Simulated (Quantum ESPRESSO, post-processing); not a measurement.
# Zr2CO2 MXene, 1 layer: a series in the share of short-range exact exchange, part 3 of 3

What law, if any, do the results for Zr2CO2 MXene, 1 layer follow against the share of short-range exact exchange?

Quantum ESPRESSO 7.5; plane-wave DFT, PBE, SG15 norm-conserving pseudopotentials.

So far. Step 2 (Variable-cell relaxation of the reference):  The last row is no step: it is a fresh SCF in the final cell with a new plane-wave basis, -1 meV from the row before.

## (6) Ground state, 0.3

Level of this step: plane-wave DFT, screened hybrid with 0.3 exact exchange, SG15 norm-conserving pseudopotentials (Quantum ESPRESSO 7.5). input_dft overrides the functional of the files.

m5.scf.in reads:

```
&control
  prefix = 'm5.scf'
  outdir = './out'
  pseudo_dir = './pseudo'
  calculation = 'scf'
  tprnfor = .true.
/
&system
  ibrav = 0
  nat = 5
  ntyp = 3
  ecutwfc = 60
  ecutrho = 240
  occupations = 'fixed'
  nbnd = 23
  input_dft = 'hse'
  exx_fraction = 0.3
  nqx1 = 3
  nqx2 = 3
  nqx3 = 1
  ecutfock = 60
/
&electrons
  conv_thr = 1e-08
  mixing_beta = 0.6
  electron_maxstep = 120
/
ATOMIC_SPECIES
  O   15.9990  O_ONCV_PBE-1.2.upf
  Zr  91.2240  Zr_ONCV_PBE-1.2.upf
  C   12.0110  C_ONCV_PBE-1.2.upf
CELL_PARAMETERS angstrom
  3.30654360800000 0.00000000000000 0.00000000000000
  -1.65327180400000 2.86355076300000 0.00000000000000
  0.00000000000000 0.00000000000000 19.95294679600000
ATOMIC_POSITIONS crystal
  O   0.333333333300 0.666666666700 0.383831541100
  Zr  0.666666666700 0.333333333300 0.429929457200
  C   0.000000000000 0.000000000000 0.500000000000
  Zr  0.333333333300 0.666666666700 0.570070542800
  O   0.666666666700 0.333333333300 0.616168458900
K_POINTS automatic
  9 9 1 0 0 0
```

Launch:

```bash
OMP_NUM_THREADS=1 mpirun -n 4 pw.x -nk 4 -in m5.scf.in > m5.scf.out
```

Log:

```text
[banner, memory and clock lines left out]
Program PWSCF v.7.5 starts
[...]
Message from routine setup:
[...]
number of electrons       =        40.00
     number of Kohn-Sham states=           23
     kinetic-energy cutoff     =      60.0000  Ry
     charge density cutoff     =     240.0000  Ry
[...]
number of k points=    12
[...]
Dense  grid:    80189 G-vectors     FFT dimensions: (  32,  32, 192)
[...]
negative rho (up, down):  6.899E-04 0.000E+00
     Starting wfcs are random
[...]
negative rho (up, down):  5.376E-05 0.000E+00
[...]
estimated scf accuracy    <       1.55735273 Ry
[...]
negative rho (up, down):  1.321E-05 0.000E+00
[...]
estimated scf accuracy    <       1.60751453 Ry
[...]
negative rho (up, down):  1.043E-06 0.000E+00
[...]
estimated scf accuracy    <       0.02750570 Ry
[...]
estimated scf accuracy    <       0.03746516 Ry
[...]
estimated scf accuracy    <       0.00796001 Ry
[...]
estimated scf accuracy    <       0.00062298 Ry
[...]
estimated scf accuracy    <       0.00054577 Ry
[...]
estimated scf accuracy    <       0.00003475 Ry
[...]
estimated scf accuracy    <       0.00002889 Ry
[...]
estimated scf accuracy    <       0.00000651 Ry
[...]
estimated scf accuracy    <       0.00000042 Ry
[...]
estimated scf accuracy    <       0.00000016 Ry
[...]
estimated scf accuracy    <       0.00000001 Ry
[...]
highest occupied, lowest unoccupied level (ev):     0.7305    1.7096
!    total energy              =    -265.54545692 Ry
     estimated scf accuracy    <          5.6E-09 Ry
     convergence has been achieved in  14 iterations
[...]
estimated scf accuracy    <       0.01467027 Ry
[...]
estimated scf accuracy    <       0.00876561 Ry
[...]
estimated scf accuracy    <       0.00047034 Ry
[...]
estimated scf accuracy    <       0.00007673 Ry
[...]
estimated scf accuracy    <       0.00000608 Ry
[...]
estimated scf accuracy    <       0.00000102 Ry
[...]
estimated scf accuracy    <       0.00000009 Ry
[...]
estimated scf accuracy    <       0.00000005 Ry
[...]
highest occupied, lowest unoccupied level (ev):     0.0395    2.0306
!    total energy              =    -265.46992384 Ry
     estimated scf accuracy    <          4.7E-10 Ry
     convergence has been achieved in   9 iterations
[...]
estimated scf accuracy    <       0.00045229 Ry
[...]
estimated scf accuracy    <       0.00020207 Ry
[...]
estimated scf accuracy    <       0.00000474 Ry
[...]
estimated scf accuracy    <       0.00000667 Ry
[...]
estimated scf accuracy    <       0.00000131 Ry
[...]
estimated scf accuracy    <       0.00000004 Ry
[...]
estimated scf accuracy    <       0.00000001 Ry
[...]
highest occupied, lowest unoccupied level (ev):     0.0238    2.0455
!    total energy              =    -265.47306863 Ry
     estimated scf accuracy    <          2.0E-10 Ry
     convergence has been achieved in   8 iterations
[...]
estimated scf accuracy    <       0.00002334 Ry
[...]
estimated scf accuracy    <       0.00001063 Ry
[...]
estimated scf accuracy    <       0.00000021 Ry
[...]
estimated scf accuracy    <       0.00000019 Ry
[...]
estimated scf accuracy    <       0.00000002 Ry
[...]
highest occupied, lowest unoccupied level (ev):     0.0209    2.0480
!    total energy              =    -265.47321077 Ry
     estimated scf accuracy    <          1.4E-09 Ry
     convergence has been achieved in   6 iterations
[...]
estimated scf accuracy    <       0.00000121 Ry
[...]
estimated scf accuracy    <       0.00000055 Ry
[...]
estimated scf accuracy    <       0.00000001 Ry
[...]
highest occupied, lowest unoccupied level (ev):     0.0199    2.0488
!    total energy              =    -265.47322003 Ry
     estimated scf accuracy    <          8.8E-09 Ry
     convergence has been achieved in   4 iterations
[...]
estimated scf accuracy    <       0.00000004 Ry
[...]
estimated scf accuracy    <       0.00000005 Ry
[...]
highest occupied, lowest unoccupied level (ev):     0.0194    2.0488
!    total energy              =    -265.47322074 Ry
     estimated scf accuracy    <          8.1E-10 Ry
     convergence has been achieved in   3 iterations
[...]
highest occupied, lowest unoccupied level (ev):     0.0192    2.0490
!    total energy              =    -265.47322079 Ry
     estimated scf accuracy    <          6.3E-09 Ry
     convergence has been achieved in   1 iterations
[...]
!!   total energy              =    -265.47322079 Ry
[...]
Total force =     0.028682     Total SCF correction =     0.000074
[...]
```

Run time: 3.7 min. Hardware: 4 MPI ranks of Intel Xeon Platinum 8259CL at 2.50GHz (Skylake/Cascade Lake), shared host; peak memory 4.1 GiB.

This step gave:

* free energy: -3611.9472 eV
* valence top, on the run's zero: 0.01919 eV
* conduction bottom, on the run's zero: 2.049 eV
* gap by band count: 2.030 eV

## (7) Self-consistent run, 0.4

Level of this step: plane-wave DFT, screened hybrid with 0.4 exact exchange, SG15 norm-conserving pseudopotentials (Quantum ESPRESSO 7.5). input_dft overrides the functional of the files.

m6.scf.in, as its differences from the input of step 6:

```diff
@@ -1,3 +1,3 @@
 &control
-  prefix = 'm5.scf'
+  prefix = 'm6.scf'
   outdir = './out'
@@ -16,3 +16,3 @@
   input_dft = 'hse'
-  exx_fraction = 0.3
+  exx_fraction = 0.4
   nqx1 = 3
```

Launch:

```bash
OMP_NUM_THREADS=1 mpirun -n 4 pw.x -nk 4 -in m6.scf.in > m6.scf.out
```

Log:

```text
[banner, memory and clock lines left out]
Program PWSCF v.7.5 starts
[...]
Message from routine setup:
[...]
number of electrons       =        40.00
     number of Kohn-Sham states=           23
     kinetic-energy cutoff     =      60.0000  Ry
     charge density cutoff     =     240.0000  Ry
[...]
number of k points=    12
[...]
Dense  grid:    80189 G-vectors     FFT dimensions: (  32,  32, 192)
[...]
negative rho (up, down):  6.899E-04 0.000E+00
     Starting wfcs are random
[...]
negative rho (up, down):  5.376E-05 0.000E+00
[...]
estimated scf accuracy    <       1.55735273 Ry
[...]
negative rho (up, down):  1.321E-05 0.000E+00
[...]
estimated scf accuracy    <       1.60751453 Ry
[...]
negative rho (up, down):  1.043E-06 0.000E+00
[...]
estimated scf accuracy    <       0.02750570 Ry
[...]
estimated scf accuracy    <       0.03746516 Ry
[...]
estimated scf accuracy    <       0.00796001 Ry
[...]
estimated scf accuracy    <       0.00062298 Ry
[...]
estimated scf accuracy    <       0.00054577 Ry
[...]
estimated scf accuracy    <       0.00003475 Ry
[...]
estimated scf accuracy    <       0.00002889 Ry
[...]
estimated scf accuracy    <       0.00000651 Ry
[...]
estimated scf accuracy    <       0.00000042 Ry
[...]
estimated scf accuracy    <       0.00000016 Ry
[...]
estimated scf accuracy    <       0.00000003 Ry
[...]
highest occupied, lowest unoccupied level (ev):    -0.2322    2.1798
!    total energy              =    -265.45802301 Ry
     estimated scf accuracy    <          5.7E-09 Ry
     convergence has been achieved in   5 iterations
[...]
estimated scf accuracy    <       0.00000042 Ry
[...]
estimated scf accuracy    <       0.00000014 Ry
[...]
highest occupied, lowest unoccupied level (ev):    -0.2332    2.1803
!    total energy              =    -265.45802722 Ry
     estimated scf accuracy    <          3.0E-09 Ry
     convergence has been achieved in   3 iterations
[...]
estimated scf accuracy    <       0.00000007 Ry
[...]
estimated scf accuracy    <       0.00000003 Ry
[...]
highest occupied, lowest unoccupied level (ev):    -0.2337    2.1805
!    total energy              =    -265.45802769 Ry
     estimated scf accuracy    <          4.8E-10 Ry
     convergence has been achieved in   3 iterations
[...]
estimated scf accuracy    <       0.00000001 Ry
[...]
highest occupied, lowest unoccupied level (ev):    -0.2338    2.1806
!    total energy              =    -265.45802775 Ry
     estimated scf accuracy    <          3.2E-09 Ry
     convergence has been achieved in   2 iterations
[...]
!!   total energy              =    -265.45802776 Ry
[...]
Total force =     0.037162     Total SCF correction =     0.000049
[...]
```

It took 4 min on 4 MPI ranks; peak memory 4.1 GiB; 16 min of CPU time.

Read from the output:

| Quantity | Value |
| --- | --- |
| free energy | -3611.7405 eV |
| valence top, on the run's zero | -0.2338 eV |
| conduction bottom, on the run's zero | 2.181 eV |
| gap by band count | 2.414 eV |

## (8) The series side by side

The series in one table:

| the share of short-range exact exchange (0.25 is HSE06, 0 is PBE) | gap on the mesh (eV) | vacuum level over the valence top (eV) |
| --- | --- | --- |
| 0 | 0.9791 | 5.354 |
| 0.1 | 1.311 | 5.599 |
| 0.15 | 1.484 | 5.724 |
| 0.2 | 1.661 | 5.85 |
| 0.25 | 1.843 | 5.979 |
| 0.3 | 2.03 | 6.109 |
| 0.4 | 2.414 | 6.374 |

## (9) A check by hand

A line through all members has gap = 0.957 + 3.590 α eV and misses single members by up to 0.022 eV; a gap of 1.48 eV, 0.5 above the first member's, would need α = (1.48 − 0.957)/3.590 = 0.15.

## (10) What came out

```yaml
gap_at_a_share_of_0p25_hse06: 1.84 eV
gap_on_the_mesh_at_0_and_at_0p4: 0.98, 2.41 eV
vacuum_level_over_the_valence_top_at_0_and_at_0p4: 5.35, 6.37 eV
```

In words: The series holds 7 members; gap at a share of 0.25 (HSE06): 1.84 eV. From 0 to 0.4 the gap on the mesh rises from 0.98 to 2.41 eV. From 0 to 0.4 the vacuum level over the valence top rises from 5.35 to 6.37 eV. The valence top sinks by 2.55 eV and the gap opens by 3.59 eV per unit share, so the valence top carries 71 % of the opening. Gaps are those of the mesh; no spin-orbit coupling; the q mesh was not tested; the geometry stays that of PBE.

[Logs are printed without paths, hosts, clocks, repeated set-up lines and the standing remarks that a program may print on its own settings, such as how far it seeks lower states.]

[Hosts, paths, dates, database ids (printed as entryN), source tags and the programs' standing remarks are cut or masked in the printed files.]

[Maps of the electrostatic potential energy from Ansatz leave out the sawtooth potential of an applied field or a dipole correction, so their vacuum need not be flat; planar profiles and work functions include it.]
